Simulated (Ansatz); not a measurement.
# What GeH2 (model cell, started as rutile) distorts into

Wanted: the energy along a soft mode of GeH2 (model cell, started as rutile) and the structure at the end.

Main program and level: Ansatz 0.2.0; DFT PBEsol, scalar-relativistic, plane waves, PAW.

This is a report of a sequence of runs, with most program output left out.

The structure was built from a prototype and need not be the compound's stable phase.

## Step 1: Set-up

Symmetry: P4_2/mnm, No. 136, tetragonal system. Conventional cell: a = 4.316 Å, b = 4.316 Å, c = 3.250 Å, α = 90.00°, β = 90.00°, γ = 90.00°. Ge has 2 H at 1.89 Å nearest. Nearest to H lie 1 Ge at 1.89 Å. Farther neighbours are not listed.

## Step 2: Response at finite wavevector

The cell comes from relaxations at this level that are not shown. Stability and thermal properties need the whole zone. Linear response on a 2×2×2 q mesh gives force constants as far as a supercell of that size would.

File input.yaml:

```yaml
crystal:
  lattice:
    - [4.3161536403, 0.0, 0.0]
    - [0.0, 4.3161536403, 0.0]
    - [0.0, 0.0, 3.2501309717]
  atoms:
    - { symbol: Ge, position: [0.0, 0.0, 0.0] }
    - { symbol: Ge, position: [0.5, 0.5, 0.5] }
    - { symbol: H, position: [0.3096270202, 0.3096270202, 0.0] }
    - { symbol: H, position: [0.6903729798, 0.6903729798, 0.0] }
    - { symbol: H, position: [0.8096270202, 0.1903729798, 0.5] }
    - { symbol: H, position: [0.1903729798, 0.8096270202, 0.5] }
kpoints:
  mp_grid: { grid: [8, 8, 10] }
hamiltonian:
  xc: pbesol
scf:
  occupations: { method: methfessel_paxton, width: 0.15 }
output:
  eigenvalues: true
phonons:
  method: dfpt
  qmesh: [2, 2, 2]
  temperatures: { t_max: 1000, t_step: 50 }
  qpath:
    path:
      - [[0.0, 0.0, 0.0], [0.0, 0.5, 0.0], [0.5, 0.5, 0.0], [0.0, 0.0, 0.0], [0.0, 0.0, 0.5], [0.0, 0.5, 0.5], [0.5, 0.5, 0.5], [0.0, 0.0, 0.5]]
      - [[0.0, 0.5, 0.0], [0.0, 0.5, 0.5]]
      - [[0.5, 0.5, 0.0], [0.5, 0.5, 0.5]]
    npoints: 10
```

Started as:

```sh
$ ansatz run input.yaml --threads 8 --pin off --max-ram 14336MiB --backend cpu --events-out ev --progress --plain --runs-dir out
```

The job ended after 88 s (8 threads of Arm Neoverse V2, shared host; peak memory 1 GiB).

This step gave:

| Quantity | Value |
| --- | --- |
| volume per atom | 10.09 Å³ |
| gap on the k-mesh | 0 eV |
| sum-rule residual before enforcement | 1.19e-5 eV/Å² |
| lowest frequency on the path | -828.5 cm⁻¹ |
| point group | 4/mmm |
| highest frequency on the path or at a solved wavevector | 1121 cm⁻¹ |
| highest optical mode at the zone centre (no LO-TO term) | 1121 cm⁻¹ |
| lowest optical zone-centre mode | -553.3 cm⁻¹ |
| lowest mode on the q mesh (acoustic modes at Γ apart) | -828.5 cm⁻¹ |

Frequencies (cm⁻¹) solved at each irreducible wavevector; negative means imaginary. Frequencies by wavevector, by row:

```
q in reciprocal lattice units  star  mode 1  mode 2  mode 3  mode 4  mode 16  mode 17  mode 18
                        0 0 0     1  -553.3  -395.5       0       0    722.2    881.8     1121
                     0 0 -0.5     1  -828.5  -828.5    80.5    80.5    673.2    979.8    979.8
                     0 -0.5 0     2  -329.5  -329.5      42      42    672.6    944.9    944.9
                  0 -0.5 -0.5     2  -675.6  -675.6    10.9    10.9    729.1     1010     1010
                  -0.5 -0.5 0     1  -450.8  -450.8  -136.1  -136.1    574.7      980      980
               -0.5 -0.5 -0.5     1  -785.9  -785.9    68.4    68.4    607.8    965.7    965.7
```

Interpolated from a 2×2×2 q mesh, rough between the solved points. The phonon branches at the labelled points (cm⁻¹):

| point | branch 1 | branch 2 | branch 3 | branch 4 | branch 15 | branch 16 | branch 17 | branch 18 |
| --- | --- | --- | --- | --- | --- | --- | --- | --- |
| Γ | -553 | -396 | 0 | 0 | 608 | 722 | 882 | 1121 |
| halfway | -472 | -347 | -16 | 29 | 615 | 703 | 831 | 1088 |
| X | -330 | -330 | 42 | 42 | 673 | 673 | 945 | 945 |
| halfway | -395 | -395 | 53 | 53 | 614 | 614 | 967 | 967 |
| M | -451 | -451 | -136 | -136 | 575 | 575 | 980 | 980 |
| halfway | -454 | -347 | 11 | 24 | 637 | 665 | 820 | 1070 |
| Γ | -553 | -396 | 0 | 0 | 608 | 722 | 882 | 1121 |
| halfway | -400 | -400 | -318 | -128 | 575 | 667 | 904 | 1073 |
| Z | -828 | -828 | 80 | 80 | 673 | 673 | 980 | 980 |
| halfway | -756 | -756 | 84 | 84 | 699 | 699 | 996 | 996 |
| R | -676 | -676 | 11 | 11 | 729 | 729 | 1010 | 1010 |
| halfway | -733 | -733 | 78 | 78 | 670 | 670 | 989 | 989 |
| A | -786 | -786 | 68 | 68 | 608 | 608 | 966 | 966 |
| halfway | -764 | -721 | 40 | 80 | 678 | 688 | 988 | 998 |
| Z | -828 | -828 | 80 | 80 | 673 | 673 | 980 | 980 |
| jump to X | -330 | -330 | 42 | 42 | 673 | 673 | 945 | 945 |
| halfway | -226 | -226 | -29 | -29 | 686 | 686 | 974 | 974 |
| R | -676 | -676 | 11 | 11 | 729 | 729 | 1010 | 1010 |
| jump to M | -451 | -451 | -136 | -136 | 575 | 575 | 980 | 980 |
| halfway | -400 | -400 | -187 | -187 | 566 | 566 | 967 | 967 |
| A | -786 | -786 | 68 | 68 | 608 | 608 | 966 | 966 |

Symmetry leaves 6 wavevectors to solve. The lowest mode among them, the acoustic zeros apart, lies at q = (0, 0, -0.5) and is imaginary, 828.5i cm⁻¹, so the energy falls along it.

## Step 3: The mode frozen in, largest atomic shift 0 Å

The mode followed lies at q = (0, 0, -0.5) with frequency 828.5i cm⁻¹ and is 2-fold degenerate, the softest among the wavevectors solved. At small amplitude the distorted cell has space group no. 63 by a symmetry search on the positions. The undistorted cell that holds it gives the zero of energy on the same k mesh.

System of this step: GeH2 (model cell, started as rutile). Symmetry: P4_2/mnm, No. 136, tetragonal system. Conventional cell: a = 4.316 Å, b = 4.316 Å, c = 3.250 Å, α = 90.00°, β = 90.00°, γ = 90.00°. Nearest to Ge lie 2 H at 1.89 Å. Nearest to H lie 1 Ge at 1.89 Å. Farther neighbours are not listed.

File input.yaml:

```yaml
crystal:
  lattice:
    - [4.3161536403, 0.0, 0.0]
    - [0.0, 4.3161536403, 0.0]
    - [0.0, 0.0, 6.5002619433]
  atoms:
    - { symbol: Ge, position: [0.0, 0.0, 0.0] }
    - { symbol: Ge, position: [0.0, 0.0, 0.5] }
    - { symbol: Ge, position: [0.5, 0.5, 0.25] }
    - { symbol: Ge, position: [0.5, 0.5, 0.75] }
    - { symbol: H, position: [0.3096270202, 0.3096270202, 0.0] }
    - { symbol: H, position: [0.3096270202, 0.3096270202, 0.5] }
    - { symbol: H, position: [0.6903729798, 0.6903729798, 0.0] }
    - { symbol: H, position: [0.6903729798, 0.6903729798, 0.5] }
    - { symbol: H, position: [0.8096270202, 0.1903729798, 0.25] }
    - { symbol: H, position: [0.8096270202, 0.1903729798, 0.75] }
    - { symbol: H, position: [0.1903729798, 0.8096270202, 0.25] }
    - { symbol: H, position: [0.1903729798, 0.8096270202, 0.75] }
kpoints:
  mp_grid: { grid: [8, 8, 6] }
hamiltonian:
  xc: pbesol
scf:
  occupations: { method: methfessel_paxton, width: 0.15 }
output:
  forces: true
  stress: true
  eigenvalues: true
```

Elapsed: 2.4 s, on 8 threads; peak memory 0.67 GiB; 17 s of CPU time.

This step gave:

- pressure: -0.005586 GPa
- energy from the undistorted cell: 0 meV/atom

The run ends at a pressure of -0.01 GPa, with forces up to 0.013 eV/Å.

## Step 4: The mode frozen in, largest atomic shift 0.32 Å

The atoms are moved along the unstable eigenvector, the largest shift by 0.32 Å, with the cell fixed.

File input.yaml:

```yaml
crystal:
  lattice:
    - [4.3161536403, 0.0, 0.0]
    - [0.0, 4.3161536403, 0.0]
    - [0.0, 0.0, 6.5002619433]
  atoms:
    - { symbol: Ge, position: [-0.000190875, 0.000190875, 0.0] }
    - { symbol: Ge, position: [0.000190875, -0.000190875, 0.5] }
    - { symbol: Ge, position: [0.5, 0.5, 0.25] }
    - { symbol: Ge, position: [0.5, 0.5, 0.75] }
    - { symbol: H, position: [0.3071052556, 0.3121487848, 0.0] }
    - { symbol: H, position: [0.3121487848, 0.3071052556, 0.5] }
    - { symbol: H, position: [0.6878512152, 0.6928947444, 0.0] }
    - { symbol: H, position: [0.6928947444, 0.6878512152, 0.5] }
    - { symbol: H, position: [0.8096270202, 0.1903729798, 0.2007712146] }
    - { symbol: H, position: [0.8096270202, 0.1903729798, 0.7992287854] }
    - { symbol: H, position: [0.1903729798, 0.8096270202, 0.2992287854] }
    - { symbol: H, position: [0.1903729798, 0.8096270202, 0.7007712146] }
kpoints:
  mp_grid: { grid: [8, 8, 6] }
hamiltonian:
  xc: pbesol
scf:
  occupations: { method: methfessel_paxton, width: 0.15 }
output:
  forces: true
  stress: true
  eigenvalues: true
  write_density: true
  write_potential: true
  elf: true
  volumetric_format: npy
```

The job ended after 4.3 s (8 threads; peak memory 0.75 GiB).

This step gave:

```
pressure                         : 1.463 GPa
energy from the undistorted cell : -26.20 meV/atom
```

The energy, extrapolated to zero smearing, is -26.20 meV/atom against the undistorted cell.

The run ends at a pressure of 1.46 GPa, with forces up to 0.20 eV/Å.

## Step 5: Energy along the mode, all amplitudes (two of the runs are shown above)

An imaginary frequency means negative curvature, so the energy should fall and then rise again as anharmonic terms take over.

This step gave:

* depth at the lowest point sampled: 26.20 meV/atom
* largest atomic shift at that point: 0.32 Å

The energy from the parent by largest atomic shift:

| largest atomic shift (Å) | energy from the parent (meV/atom) |
| --- | --- |
| 0.000 | 0 |
| 0.040 | -0.709 |
| 0.080 | -2.92 |
| 0.140 | -8.55 |
| 0.220 | -17.5 |
| 0.320 | -26.2 |
| 0.450 | -24.7 |
| 0.600 | 12.1 |

Displacement at unit largest shift by atom:

```
atom  x (Å)  y (Å)  z (Å)  size
 Ge1   0.00   0.00   0.00  0.00
 Ge2   0.00   0.00   0.00  0.00
 Ge3   0.00   0.00   0.00  0.00
 Ge4   0.00   0.00   0.00  0.00
  H5  -0.03   0.03   0.00  0.05
  H6   0.03  -0.03   0.00  0.05
  H7  -0.03   0.03   0.00  0.05
  H8   0.03  -0.03   0.00  0.05
  H9   0.00   0.00  -1.00  1.00
 H10   0.00   0.00   1.00  1.00
 H11   0.00   0.00   1.00  1.00
 H12   0.00   0.00  -1.00  1.00
```

The lowest of the steps tried is at 0.32 Å, 26.2 meV/atom below the parent; the bottom of the well need not coincide with a step.

## Step 6: Relaxation from the frozen mode

Starting from the lowest point found, all atoms and the cell are let go, so that strain and other modes of the same symmetry can join in.

input.yaml, as its differences from that of step 4:

```diff
@@ -32 +32,6 @@
   volumetric_format: npy
+relax:
+  adjacent_minimum: "off"
+  f_tol: 0.002
+  max_steps: 120
+  cell: { stress_tol: 0.03 }
```

It took 46 s on 8 threads; peak memory 0.8 GiB; 5.8 min of CPU time.

Step by step:

```
step  energy less that of the first step (eV)  largest force component (eV/Å)  pressure (GPa)  volume (Å³)
   1                                   0.0000                          0.1733            1.46       121.09
   2                                  -0.0662                          0.1737           -1.09       127.16
   3                                  -0.0794                          0.1101           -0.45       125.97
   4                                  -0.0873                          0.0353            0.06       125.45
   5                                  -0.0880                          0.0288            0.04       125.88
   6                                  -0.0887                          0.0016            0.03       125.97
   7                                  -0.0886                          0.0011            0.01       126.15
   8                                  -0.0885                          0.0070           -0.02       126.41
   9                                  -0.0885                          0.0021            0.00       126.50
  10                                  -0.0885                          0.0009            0.01       126.50
 11*                                  -0.0935                          0.0013            0.04       126.50
  12                                  -0.0933                          0.0003           -0.01       126.71
 13*                                  -0.0935                          0.0003           -0.01       126.71
```

Relaxation steps marked * repeat the geometry before them on a plane-wave basis chosen anew for their cell, so energy and pressure can jump there.

Forces are held to the 8 operations that the run works with; a distortion that breaks them can't arise in this run.

| conventional cell, symmetrised | before | after | change |
| --- | --- | --- | --- |
| a (Å) | 6.104 | 6.085 | -0.3 % |
| b (Å) | 6.104 | 6.216 | +1.8 % |
| c (Å) | 6.500 | 6.700 | +3.1 % |
| volume (Å³/atom) | 10.09 | 10.56 | +4.6 % |

The atoms that moved most (Å, as changes of fractional coordinates times the final cell):

```csv
atom,dx,dy,dz,length
H9,-0.059,0.059,-0.123,0.148
H12,0.059,-0.059,-0.123,0.148
H10,-0.059,0.059,0.123,0.148
H11,0.059,-0.059,0.123,0.148
H8,0.063,-0.104,0.000,0.121
H7,-0.104,0.063,0.000,0.121
H6,0.104,-0.063,0.000,0.121
H5,-0.063,0.104,0.000,0.121
```

The relaxed structure:

```cif
data_structure
_symmetry_space_group_name_H-M 'P 1'
_symmetry_Int_Tables_number 1
_cell_length_a 4.3494
_cell_length_b 4.3494
_cell_length_c 6.6996
_cell_angle_alpha 90.000
_cell_angle_beta 90.000
_cell_angle_gamma 91.215
_cell_volume 126.71
loop_
_atom_site_label
_atom_site_type_symbol
_atom_site_fract_x
_atom_site_fract_y
_atom_site_fract_z
_atom_site_occupancy
Ge1 Ge 0.99028 0.00972 0.00000 1
Ge2 Ge 0.00972 0.99028 0.50000 1
Ge3 Ge 0.50000 0.50000 0.25000 1
Ge4 Ge 0.50000 0.50000 0.75000 1
H5 H 0.29291 0.33584 0.00000 1
H6 H 0.33584 0.29291 0.50000 1
H7 H 0.66416 0.70709 0.00000 1
H8 H 0.70709 0.66416 0.50000 1
H9 H 0.79627 0.20373 0.18241 1
H10 H 0.79627 0.20373 0.81759 1
H11 H 0.20373 0.79627 0.31759 1
H12 H 0.20373 0.79627 0.68241 1
```

This step gave:

* pressure: -0.006921 GPa
* volume per atom: 10.56 Å³

Electrostatic potential energy in the ac plane of the conventional cell at fractional y = 0.000, with atoms of Ge and H within 0.2 Å of it. With pseudopotentials it is smooth inside the atoms' cores, unlike the true potential.

Ten even steps from '0' (-38 eV) to '9' (9 eV), each cell a mean:
```
99999852013799999
78999974336899987
35799988778999863
02587479998568731
01586159998238730
13698789888789842
56899986567999975
89999963124899999
99999851003799999
99999852013799999
78999974336899987
35799988778999863
02587479998568731
01586159998238730
13698789888789842
56899986567999975
89999963124899999
99999851003799999
```
Columns run along a (6.1 Å; values clipped at the 3rd and 97th percentile), rows up along c (6.7 Å), edges of the conventional cell, whose origin can differ from the input's. Atoms in or near the plane, at fractional coordinates: Ge at (0.00, 0.25), Ge at (0.00, 0.75), Ge at (0.50, 0.50), Ge at (0.50, 0.00), H at (0.31, 0.25), H at (0.31, 0.75), H at (0.69, 0.25), H at (0.69, 0.75).

ELF in the ac plane of the conventional cell at fractional y = 0.000, with atoms of Ge and H within 0.2 Å of it. It is the smooth field of the valence electrons, not physical close to the nuclei.

Ten even steps from '0' (0.03) to '9' (0.99), each cell a mean:
```
21002441003431012
33212443234432233
23335764335664333
01358985237997420
01359995138997420
12347874236886431
33324554334553233
32112442123431123
11002431002430001
21002441003431012
33212443234432233
23335764335664333
01358985237997420
01359995138997420
12347874236886431
33324554334553233
32112442123431123
11002431002430001
```
Columns run along a (6.1 Å), rows up along c (6.7 Å), edges of the conventional cell, whose origin can differ from the input's. Atoms in or near the plane, at fractional coordinates: Ge at (0.00, 0.25), Ge at (0.00, 0.75), Ge at (0.50, 0.50), Ge at (0.50, 0.00), H at (0.31, 0.25), H at (0.31, 0.75), H at (0.69, 0.25), H at (0.69, 0.75).

Valence density in the ac plane of the conventional cell at fractional y = 0.000, with atoms of Ge and H within 0.2 Å of it. It is the smooth field of the valence electrons, not physical close to the nuclei.

Ten steps, logarithmic in the rise over the least value, from '_' (0 e/Å³) to '@' (38 e/Å³), each cell a mean:
```
____________::++%%##--..__________
..__________..::==--....________..
--::..____..............______..--
%%++::....::..______..::::....--##
@@**::....::::______..::::....==%%
**==............____..........::++
::..________....::......______....
____________..==**++::..__________
____________::**@@%%==..__________
____________::++%%##--..__________
..__________..::==--....________..
--::..____..............______..--
%%++::....::..______..::::....--##
@@**::....::::______..::::....==%%
**==............____..........::++
::..________....::......______....
____________..==**++::..__________
____________::**@@%%==..__________
```
Columns run along a (6.1 Å), rows up along c (6.7 Å), edges of the conventional cell, whose origin can differ from the input's. Atoms in or near the plane, at fractional coordinates: Ge at (0.00, 0.25), Ge at (0.00, 0.75), Ge at (0.50, 0.50), Ge at (0.50, 0.00), H at (0.31, 0.25), H at (0.31, 0.75), H at (0.69, 0.25), H at (0.69, 0.75).

The distorted start has space group Cmcm; the relaxation ends in Cmcm.

## Step 7: Summary of results

```yaml
unstable_mode_of_the_parent: q = (0, 0, -0.5), 828i cm⁻¹
depth_at_the_lowest_point_sampled: 26.2 meV/atom
largest_atomic_shift_at_that_point: 0.32 Å
space_group_reached_within_0p01_a: Cmcm
energy_gained_over_the_parent_first_relaxation_on_the_mesh_of_the_frozen_mode: 34.1 meV/atom
volume_per_atom_phase_reached: 10.6 Å³
```

**Reading.** Along this mode the structure falls into Cmcm, 34.1 meV/atom below the parent. At the parent's cell the well is 26.20 meV/atom deep on the steps tried, with its lowest point at a shift of 0.32 Å. Relaxing atoms and cell changes the gain by +7.87 meV/atom against the lowest step (energies at zero smearing). The modes of the phase reached were not computed on this path. Of the 6 patterns followed to their end from this parent, this one ends 87.1 meV/atom above the lowest, P4_12_12. Each path keeps the symmetry of its pattern, so a lower phase may lie along a pattern not tried. The q mesh stands for a supercell only 6.5 Å across, so branches between the solved wavevectors are rough. With no gap, or one that is small against the smearing, the frequencies hang on the k mesh and the smearing, most of all near Kohn anomalies. The starting cell was built on a prototype and not taken from a measurement, so the phase need not exist.

[Logs are printed without paths, hosts, clocks, repeated set-up lines and the standing remarks that a program may print on its own settings, such as how far it seeks lower states.]

[Hosts, paths, dates, database ids (printed as entryN), source tags and the programs' standing remarks are cut or masked in the printed files.]
